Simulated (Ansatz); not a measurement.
## Ga2AsP (zincblende [001] superlattice) (P-4m2): converging the G0W0 gap

Aim: see how the G0W0 gap of Ga2AsP (zincblende [001] superlattice) (P-4m2) on PBEsol moves with empty bands and screening cutoff, and what each rung costs.

Program: Ansatz 0.2.0. Level of theory: G0W0 on PBEsol, plane waves, PAW; PAW set soft_1. Results are calculated unless marked as measured.

The structure was built from a prototype and need not be the compound's stable phase.

## (1) The structure

Symmetry: P-4m2, No. 115, tetragonal system. The conventional cell has a = 3.926 Å, b = 3.926 Å, c = 5.540 Å, α = 90.00°, β = 90.00°, γ = 90.00°. Nearest to Ga lie 2 P at 2.37 Å and 2 As at 2.43 Å. As has 4 Ga at 2.43 Å nearest. Nearest to P lie 4 Ga at 2.37 Å. It derives from GaAs. Farther neighbours are not listed.

Coordinates:

```cif
data_structure
_symmetry_space_group_name_H-M 'P 1'
_symmetry_Int_Tables_number 1
_cell_length_a 3.9261
_cell_length_b 3.9261
_cell_length_c 5.5400
_cell_angle_alpha 90.000
_cell_angle_beta 90.000
_cell_angle_gamma 90.000
_cell_volume 85.40
loop_
_atom_site_label
_atom_site_type_symbol
_atom_site_fract_x
_atom_site_fract_y
_atom_site_fract_z
_atom_site_occupancy
Ga1 Ga 0.00000 0.00000 0.12073 1
As2 As 0.50000 0.00000 0.37957 1
Ga3 Ga 0.50000 0.50000 0.63841 1
P4 P 0.00000 0.50000 0.87957 1
```

The structure was relaxed with PBEsol. The runs that relaxed it are not among those shown.

## (2) 41 empty bands, screening to 36 eV

Now the one-shot GW correction: screening in the RPA, then the self-energy of the levels asked for. This step takes PAW set soft_1 files.

The input, input.yaml:

```yaml
crystal:
  lattice:
    - [3.9260928781, 0.0, 0.0]
    - [0.0, 3.9260928781, 0.0]
    - [0.0, 0.0, 5.5400331922]
  atoms:
    - { symbol: Ga, position: [0.0, 0.0, 0.1207339346] }
    - { symbol: As, position: [0.5, 0.0, 0.3795733141] }
    - { symbol: Ga, position: [0.5, 0.5, 0.6384126936] }
    - { symbol: P, position: [0.0, 0.5, 0.8795733141] }
kpoints:
  mp_grid: { grid: [4, 4, 4] }
hamiltonian:
  xc: pbesol
  pseudopotentials: { kind: paw, azcp: { folder: soft_1 }, xc_functional: pbe }
scf:
  occupations: { method: fixed }
gw:
  n_empty_bands: 41
  ecut_chi: 36
  qp_bands: [v2, c2]
  qp_kpoints: band_edges
  screening: { model: contour_deformation }
```

Command:

```
> ansatz run input.yaml --threads 8 --pin off --max-ram 17510MiB --backend cpu --events-out ev --progress --plain --runs-dir out
```

Numbers of over 12 decimals in the logs are rounded to 6 here.

Log:

```text
Engine: ansatz 0.2.0, aarch64-unknown-linux-gnu
Pseudopotentials: kind: paw
Pseudopotential: Ga, paw, valence charge 13, recommended cutoff 420 eV (normal), soft_1/Ga.paw.azcp
Pseudopotential: As, paw, valence charge 15, recommended cutoff 420 eV (normal), soft_1/As.paw.azcp
Pseudopotential: P, paw, valence charge 5, recommended cutoff 420 eV (normal), soft_1/P.paw.azcp
Functional definition: PBEsol
  exchange = pbesol_x
  correlation = pbesol_c
Crystal: 4 atoms, lattice volume = 85.395 Å³
Basis set: ecut = 420 eV, 1691 PW (Γ)
Bands: 28, of which v1, the nominal top of the filled ones, is band 23 counted from 1 (22 counted from 0)
Symmetry: 8 space group operations
Space group: P-4m2 (ITA 115), of the structure as read, at distance tolerance 4.4e-5 Å
k-points: 18 of 64 (time reversal used)
Non-local potential: Ga, projectors of the file, l = 0: 2, l = 1: 2, l = 2: 3, l = 3: 1
Non-local potential: As, projectors of the file, l = 0: 2, l = 1: 2, l = 2: 3, l = 3: 1
Non-local potential: P, projectors of the file, l = 0: 2, l = 1: 2, l = 2: 1
PAW form: soft (Blöchl's): semilocal exchange-correlation on the pseudo side does not see the compensation charge
PAW frozen core: Ga, regenerated for the run's functional, and the local potential with it (the file was generated under x = pbe(κ = 0.804, μ = 0.219515), c = pbe(β = 0.066725))
PAW frozen core: As, regenerated for the run's functional, and the local potential with it (the file was generated under x = pbe(κ = 0.804, μ = 0.219515), c = pbe(β = 0.066725))
PAW frozen core: P, regenerated for the run's functional, and the local potential with it (the file was generated under x = pbe(κ = 0.804, μ = 0.219515), c = pbe(β = 0.066725))
PAW one-centre angular grid: Ga, 590 points (default); XC on 64 Gauss nodes
PAW one-centre angular grid: As, 590 points (default); XC on 64 Gauss nodes
PAW one-centre angular grid: P, 110 points (default); XC on 64 Gauss nodes
Initial density: superposition of atomic densities (chi_scale 0.1, normalization cell, long waves kept (reshape's long-wave potential 0.02 eV rms))
Initial wavefunctions: pseudopotential atomic-orbital guess
Functional: x = pbesol(κ = 0.804, μ = 0.123457), c = pbesol(β = 0.046)
SCF iter   1: F=—  HF=-13041.082104 eV  |F-HF|=—  |Δ(HF+E_count)|=         —  Δρ=4.54e-2  dr2=1.21e0  ethr=3.10e-3  ⟨swp⟩=5.1  Hψ=1918  notcnv=0  defer=47
preconditioner: auto → Resta (q_TF=auto, 2.461 Å⁻¹)  ε∞=3.8  [insulator: Δε(μ)=1.060 eV  Ē_g=14.359 eV  n_scr=20 (ndim 8)  ℏωp=24.1 eV  f_vac=0.000  ε∞_Penn≈3.8]
SCF iter   2: F=—  HF=-13040.865398 eV  |F-HF|=—  |Δ(HF+E_count)|=   2.17e-1  Δρ=2.52e-2  dr2=3.68e-1  ethr=2.64e-3  ⟨swp⟩=2.0  Hψ=691  notcnv=0  defer=47
SCF iter   3: F=—  HF=-13040.782879 eV  |F-HF|=—  |Δ(HF+E_count)|=   8.25e-2  Δρ=2.99e-3  dr2=1.20e-2  ethr=8.01e-4  ⟨swp⟩=2.4  Hψ=626  notcnv=0  defer=47
SCF iter   4: F=—  HF=-13040.782193 eV  |F-HF|=—  |Δ(HF+E_count)|=   6.87e-4  Δρ=1.25e-3  dr2=2.11e-3  ethr=2.62e-5  ⟨swp⟩=2.9  Hψ=962  notcnv=0  defer=53
SCF iter   5: F=—  HF=-13040.782199 eV  |F-HF|=—  |Δ(HF+E_count)|=   6.45e-6  Δρ=9.30e-4  dr2=5.09e-4  ethr=4.60e-6  ⟨swp⟩=2.1  Hψ=938  notcnv=0  defer=53
SCF iter   6: F=—  HF=-13040.782555 eV  |F-HF|=—  |Δ(HF+E_count)|=   3.55e-4  Δρ=2.32e-4  dr2=5.98e-5  ethr=1.11e-6  ⟨swp⟩=2.0  Hψ=847  notcnv=0  defer=53
SCF iter   7: F=—  HF=-13040.782532 eV  |F-HF|=—  |Δ(HF+E_count)|=   2.28e-5  Δρ=7.02e-5  dr2=2.87e-6  ethr=1.30e-7  ⟨swp⟩=2.0  Hψ=918  notcnv=0  defer=46
SCF iter   8: F=—  HF=-13040.782540 eV  |F-HF|=—  |Δ(HF+E_count)|=   8.70e-6  Δρ=2.28e-5  dr2=2.77e-7  ethr=6.23e-9  ⟨swp⟩=2.0  Hψ=810  notcnv=0  defer=46
SCF iter   9: F=-13040.782541 eV  HF=-13040.782541 eV  |F-HF|=7.26e-9  |Δ(HF+E_count)|=   5.53e-7  Δρ=3.34e-6  dr2=6.94e-9  ethr=2.17e-10  ⟨swp⟩=10.3  Hψ=2301  notcnv=0
SCF 1 converged in 9 iterations: F = -13040.782541 eV  dr2 = 6.94e-9
  greatest PAW one-centre occupation: 0.999 electrons in one spin orbital (limit 2), on the As atom at site 1 (counted from 0), in its partial waves of l = 2
NSCF: frozen V_eff on 18 k-points
G₀W₀ screening: q 1/18
[... further progress lines ...]
SCF converged after 9 iterations
Free energy (F): -13040.782541 eV
Harris-Foulkes:  -13040.782541 eV  (|F-HF|=7.26e-9)
Internal energy: -13040.782541 eV  (E = F + TS)
E sigma→0 (E₀):  -13040.782541 eV
Fermi energy:    7.487566 eV
--- Per-component energies (eV) ---
  E_band       = -383.357415
  E_kinetic    = 390.902247
  E_local      = -5530.692891  (includes V_loc(G=0)·N_el)
  E_nonlocal   = -543.014439
  E_hartree    = 3241.711191
  E_xc         = -268.002624
  E_vxc        = -247.207489  (∫ρ·V_xc dr)
  E_paw        = -6419.394819  (= ΣΔE_a)
  E_vpaw       = -936.766537  (= ΣTr[D̂ρ^β])
  E_aug_tail   = -0.000429  (compensation charges beyond the density's cutoff)
  E_ewald      = -3915.029262
  E_core_change = 2.738485  (= ΣΔE_core)
  E_smearing   = -0.000000  (= −TS)
  E_closure    = 0.000000  (closes the sum)
  Σ components = -13040.782541   (vs F -13040.782541, Δ=0.00e0)
--- Band table (eV; the first three rows and the last of 18) ---
  k-point 0: bands = [... 19 lower, 4.7093, 7.4597, 7.4876, 7.4876, 8.5208, 8.8977, 9.0343, 11.2123, ... 1 higher]
  k-point 1: bands = [... 19 lower, 4.9599, 5.6841, 6.8308, 6.8308, 8.8442, 9.6624, 10.1529, 10.6992, ... 1 higher]
  k-point 2: bands = [... 19 lower, 5.4830, 5.4830, 6.0023, 6.0023, 9.2102, 9.5888, 10.8367, 10.9667, ... 1 higher]
  k-point 17: bands = [... 19 lower, 3.8545, 3.8545, 4.0007, 4.0252, 12.0463, 12.1293, 12.1859, 12.1859, ... 1 higher]
--- G₀W₀: contour deformation, 6 samples at zero and on the imaginary axis and 1 off it, 64 q-points, 41 empty bands' worth ---
  eigenvalues of the whole cell's RPA ε∞ on this k-mesh (on a slab, of 1 + 4πα/V) = 19.8268, 23.1649, 23.1649; static W/v taken at q = 0 is 0.044369
  bands read: the sum over 64 bands ends inside a degenerate multiplet in 2 slots, whose members it reads at an even weight; the widest, k=2: bands 64 to 65 (counted from 1) at 1/2 each
  gw.qp_kpoints: band_edges: 9 of 18 stored k-points solved, in 2 passes; an edge of the gap read off the rows below is read off those points alone
    valence top: of the k-points left out ik 7 came nearest to being solved in a further pass, in band 23 (counted from 1, as in the quasiparticle table): it holds the edge there only if its correction is more favourable than any solved in that band by at least 0.933 eV; those differ by 0.163 eV
    conduction bottom: of the k-points left out ik 9 came nearest to being solved in a further pass, in band 24 (counted from 1, as in the quasiparticle table): it holds the edge there only if its correction is more favourable than any solved in that band by at least 0.821 eV; those differ by 0.535 eV
  `?` marks the rows in doubt; gw_qp.tsv's column doubts and the gw_qp event give each row's grounds
    ik  band        ε_KS         Σx   Σc(E_QP)       V_xc       Z   E_QP_lin       E_QP  E_QP is
     0    22      7.4876   -17.0917     1.8881   -15.4159  0.7704     7.6992     7.6999  root
     0    23      7.4876   -17.0917     1.8881   -15.4159  0.7704     7.6992     7.6999  root
     0    24      8.5208   -10.9285    -3.3645   -15.2733  0.7795     9.5798     9.5011  root ?
     0    25      8.8977    -7.2368    -3.4824   -11.2291  0.7852     9.4146     9.4077  root
     1    22      6.8308   -16.4733     2.0107   -14.6244  0.7653     6.9921     6.9926  root
     1    23      6.8308   -16.4733     2.0107   -14.6244  0.7653     6.9921     6.9926  root
     1    24      8.8442    -7.4189    -3.4544   -11.4316  0.7809     9.4112     9.4026  root
     1    25      9.6624    -7.2452    -3.7185   -11.5551  0.7754    10.2645    10.2538  root
     2    22      6.0023   -16.0596     2.3022   -13.8599  0.7572     6.1046     6.1049  root
     2    23      6.0023   -16.0596     2.3022   -13.8599  0.7572     6.1046     6.1049  root
     2    24      9.2102    -7.5887    -3.5699   -11.8536  0.7755     9.9213     9.9052  root
     2    25      9.5888    -7.3462    -3.5333   -11.4796  0.7802    10.1997    10.1890  root
     3    22      6.0804   -15.7353     1.9886   -13.8696  0.7596     6.2030     6.2033  root
     3    23      7.2168   -16.9362     1.9839   -15.1558  0.7683     7.4196     7.4203  root
     3    24      9.3484    -7.4634    -3.6174   -11.6726  0.7777     9.9507     9.9402  root
     3    25     10.1155   -10.0527    -3.6328   -14.6564  0.7702    11.1608    11.0864  root ?
     4    22      6.7867   -16.4338     1.8995   -14.7208  0.7665     6.9726     6.9733  root
     4    23      6.8294   -16.6159     2.0714   -14.7169  0.7654     7.0011     7.0017  root
     4    24      9.1462    -9.3324    -3.4370   -13.6419  0.7776    10.0546    10.0188  root ?
     4    25      9.6938    -7.8336    -3.6030   -12.1032  0.7777    10.3750    10.3604  root
     8    22      6.3486   -16.3619     2.0470   -14.4837  0.7649     6.5168     6.5173  root
     8    23      6.6102   -16.5257     2.1867   -14.5115  0.7651     6.7822     6.7828  root
     8    24      8.6807    -9.7181    -3.2621   -13.8793  0.7825     9.6207     9.5797  root ?
     8    25      8.7219    -9.4548    -3.3331   -13.5943  0.7795     9.5534     9.5282  root
    11    22      6.1679   -16.2407     2.1109   -14.2725  0.7611     6.3103     6.3107  root
    11    23      6.3133   -16.2698     2.1130   -14.2994  0.7608     6.4554     6.4558  root
    11    24     10.2613    -8.6993    -3.6962   -13.2571  0.7716    11.1586    11.1229  root
    11    25     10.4183    -8.4494    -3.6724   -12.8976  0.7736    11.2179    11.1941  root
    13    22      5.3378   -15.9340     2.4443   -13.5563  0.7473     5.4043     5.4044  root
    13    23      5.4827   -15.9457     2.3380   -13.6921  0.7540     5.5670     5.5672  root
    13    24      9.5859    -7.7958    -3.4766   -11.9050  0.7805    10.2307    10.2185  root
    13    25      9.7942    -7.8341    -3.5280   -11.9814  0.7789    10.4251    10.4135  root
    15    22      4.7597   -15.7794     2.6324   -13.1812  0.7403     4.7940     4.7940  root
    15    23      4.8721   -15.7764     2.5286   -13.2966  0.7470     4.9208     4.9209  root
    15    24      8.6276    -7.0691    -3.3409   -10.8553  0.7869     9.0776     9.0728  root
    15    25      9.1101    -8.0496    -3.3655   -12.0341  0.7817     9.7402     9.7291  root
```

Wall time 8.7 s (8 threads of Arm Neoverse V2, shared host); peak memory 0.55 GiB.

Numbers from this step:

```yaml
bands_summed: 64
rpa_eps_infinity_on_this_mesh_eigenvalues: 19.83, 23.16, 23.16
plane_waves_in_the_screening_matrix: 37
q_points_in_the_mesh: 64
g0w0_gap_on_the_mesh: 1.373 eV
k_of_the_valence_top: 0, 0, 0
k_of_the_conduction_bottom: -0.5, -0.5, 0
starting_gap_on_the_mesh: 1.033 eV
z_at_the_valence_top: 0.7704
z_at_the_conduction_bottom: 0.7869
least_direct_g0w0_gap_on_the_computed_points: 1.708 eV
```

The gap on the mesh goes from 1.03 eV to 1.37 eV, a correction of +0.34 eV, though a band edge has moved to another state.

## (3) 165 empty bands, screening to 90 eV

Another rung: the empty bands reach about as high as the screening cutoff, so the two stay in balance.

input.yaml: that of step 2 with these lines changed.

```diff
@@ -18,4 +18,4 @@
 gw:
-  n_empty_bands: 41
-  ecut_chi: 36
+  n_empty_bands: 165
+  ecut_chi: 90.0
   qp_bands: [v2, c2]
```

Log:

```text
[...]
Crystal: 4 atoms, lattice volume = 85.395 Å³
Basis set: ecut = 420 eV, 1691 PW (Γ)
Bands: 28, of which v1, the nominal top of the filled ones, is band 23 counted from 1 (22 counted from 0)
Symmetry: 8 space group operations
[...]
k-points: 18 of 64 (time reversal used)
[...]
SCF iter   1: F=—  HF=-13041.082104 eV  |F-HF|=—  |Δ(HF+E_count)|=         —  Δρ=4.54e-2  dr2=1.21e0  ethr=3.10e-3  ⟨swp⟩=5.1  Hψ=1918  notcnv=0  defer=47
[...]
SCF iter   9: F=-13040.782541 eV  HF=-13040.782541 eV  |F-HF|=7.26e-9  |Δ(HF+E_count)|=   5.53e-7  Δρ=3.34e-6  dr2=6.94e-9  ethr=2.17e-10  ⟨swp⟩=10.3  Hψ=2301  notcnv=0
SCF 1 converged in 9 iterations: F = -13040.782541 eV  dr2 = 6.94e-9
[...]
NSCF: frozen V_eff on 18 k-points
G₀W₀ screening: q 1/18
[... further progress lines ...]
SCF converged after 9 iterations
Free energy (F): -13040.782541 eV
[...]
Internal energy: -13040.782541 eV  (E = F + TS)
E sigma→0 (E₀):  -13040.782541 eV
Fermi energy:    7.487566 eV
[...]
--- Band table (eV; the first three rows and the last of 18) ---
  k-point 0: bands = [... 19 lower, 4.7093, 7.4597, 7.4876, 7.4876, 8.5208, 8.8977, 9.0343, 11.2123, ... 1 higher]
  k-point 1: bands = [... 19 lower, 4.9599, 5.6841, 6.8308, 6.8308, 8.8442, 9.6624, 10.1529, 10.6992, ... 1 higher]
  k-point 2: bands = [... 19 lower, 5.4830, 5.4830, 6.0023, 6.0023, 9.2102, 9.5888, 10.8367, 10.9667, ... 1 higher]
  k-point 17: bands = [... 19 lower, 3.8545, 3.8545, 4.0007, 4.0252, 12.0463, 12.1293, 12.1859, 12.1859, ... 1 higher]
[...]
0    22      7.4876   -17.0917     1.3373   -15.4159  0.7620     7.1466     7.1491  root
     0    23      7.4876   -17.0917     1.3373   -15.4159  0.7620     7.1466     7.1491  root
     0    24      8.5208   -10.9285    -3.8350   -15.2733  0.7722     9.0369     9.0306  root
     0    25      8.8977    -7.2368    -3.8124   -11.2291  0.7827     9.0783     9.0776  root
     1    22      6.8308   -16.4733     1.4905   -14.6244  0.7582     6.4695     6.4725  root
     1    23      6.8308   -16.4733     1.4905   -14.6244  0.7582     6.4695     6.4725  root
     1    24      8.8442    -7.4189    -3.8145   -11.4316  0.7773     9.0432     9.0424  root
     1    25      9.6624    -7.2452    -4.0853   -11.5551  0.7716     9.8882     9.8870  root
[...]
15    22      4.7597   -15.7794     2.1758   -13.1812  0.7352     4.3318     4.3374  root
    15    23      4.8721   -15.7764     2.0547   -13.2966  0.7422     4.4413     4.4470  root
    15    24      8.6276    -7.0691    -3.6514   -10.8553  0.7845     8.7627     8.7623  root
    15    25      9.1101    -8.0496    -3.7559   -12.0341  0.7777     9.3398     9.3387  root
```

Elapsed: 31 s, on 8 threads; peak memory 1.3 GiB.

This step gave:

| Quantity | Value |
| --- | --- |
| bands summed | 188 |
| RPA ε∞ on this mesh (eigenvalues) | 19.08, 22.17, 22.17 |
| plane waves in the screening matrix | 157 |
| q-points in the mesh | 64 |
| G0W0 gap on the mesh | 1.613 eV |
| k of the valence top | 0, 0, 0 |
| k of the conduction bottom | -0.5, -0.5, 0 |
| starting gap on the mesh | 1.033 eV |
| Z at the valence top | 0.7620 |
| Z at the conduction bottom | 0.7845 |
| least direct G0W0 gap on the computed points | 1.882 eV |

Against the run with 4×4×4 mesh, 41 empty bands, screening to 36 eV, PAW set soft_1 files, the gap moves by +0.24 eV.

## (4) The runs together

Times are wall times on 8 threads of Arm Neoverse V2, shared host, good to a factor of about two.

| mesh | files | frequency | bands summed | cutoff (eV) | start (eV) | G0W0 (eV) | time | host memory (GiB) |
| --- | --- | --- | --- | --- | --- | --- | --- | --- |
| 4×4×4 | PAW set soft_1 | contour deformation | 64 | 36 | 1.033 | 1.373 | 8.7 s | 0.55 |
| 4×4×4 | PAW set soft_1 | contour deformation | 188 | 90 | 1.033 | 1.613 | 31 s | 1.3 |

How the two edges are built up, in eV (the quasiparticle level is the starting level plus Σx plus Σc less Vxc):

| run | edge | start | Σx | Σc | Vxc | Z | QP |
| --- | --- | --- | --- | --- | --- | --- | --- |
| 64 bands | valence top | 7.49 | -17.09 | 1.89 | -15.42 | 0.77 | 7.70 |
| 64 bands | conduction bottom | 8.63 | -7.07 | -3.34 | -10.86 | 0.79 | 9.07 |
| 188 bands | valence top | 7.49 | -17.09 | 1.34 | -15.42 | 0.76 | 7.15 |
| 188 bands | conduction bottom | 8.63 | -7.07 | -3.65 | -10.86 | 0.78 | 8.76 |

 Where G0W0 reorders the edges (64 bands and 188 bands), the two states listed lie further apart at the start than the starting gap.

## (5) Summary of results

* 64 bands, 36 eV: 1.373 eV
* 188 bands, 90 eV: 1.613 eV
* estimated limit in bands and cutoff: 1.74 eV
* mesh and start: 4×4×4, PBEsol

What this shows: A line in one over the bands through the two rungs gives 1.74 eV, +0.12 eV from the top rung; with two points alone it is an unchecked estimate. The rungs stand 0.36 eV (64 bands) and 0.12 eV (188 bands) from it. From 64 to 188 bands the gap moves by +0.24 eV while the time grows 3.5-fold. Σc changes by −0.55 eV at the valence top and −0.31 eV at the conduction bottom, so both edges matter. The 4×4×4 mesh is coarse for this cell (its supercell is 16 Å along the shortest edge). The RPA ε∞ on it, from the PBEsol start, is 19.08 and 22.17; such meshes misread the long-range screening, most where the gap is narrow. The many-body steps are scalar-relativistic: spin-orbit coupling is not in them.

[Paths, hosts, dates, memory and timing lines, banners, echoed tables and standing remarks are left out of the program output.]

[Logs are printed without paths, hosts, clocks, repeated set-up lines and the standing remarks that a program may print on its own settings, such as how far it seeks lower states.]

[Runs of the session that timed out or met a known fault of the program may be left out.]

[Cells called generated may have been cut or substituted from an entry of the Crystallography Open Database or the Materials Project.]

[Hosts, paths, dates, database ids (printed as entryN), source tags and the programs' standing remarks are cut or masked in the printed files.]
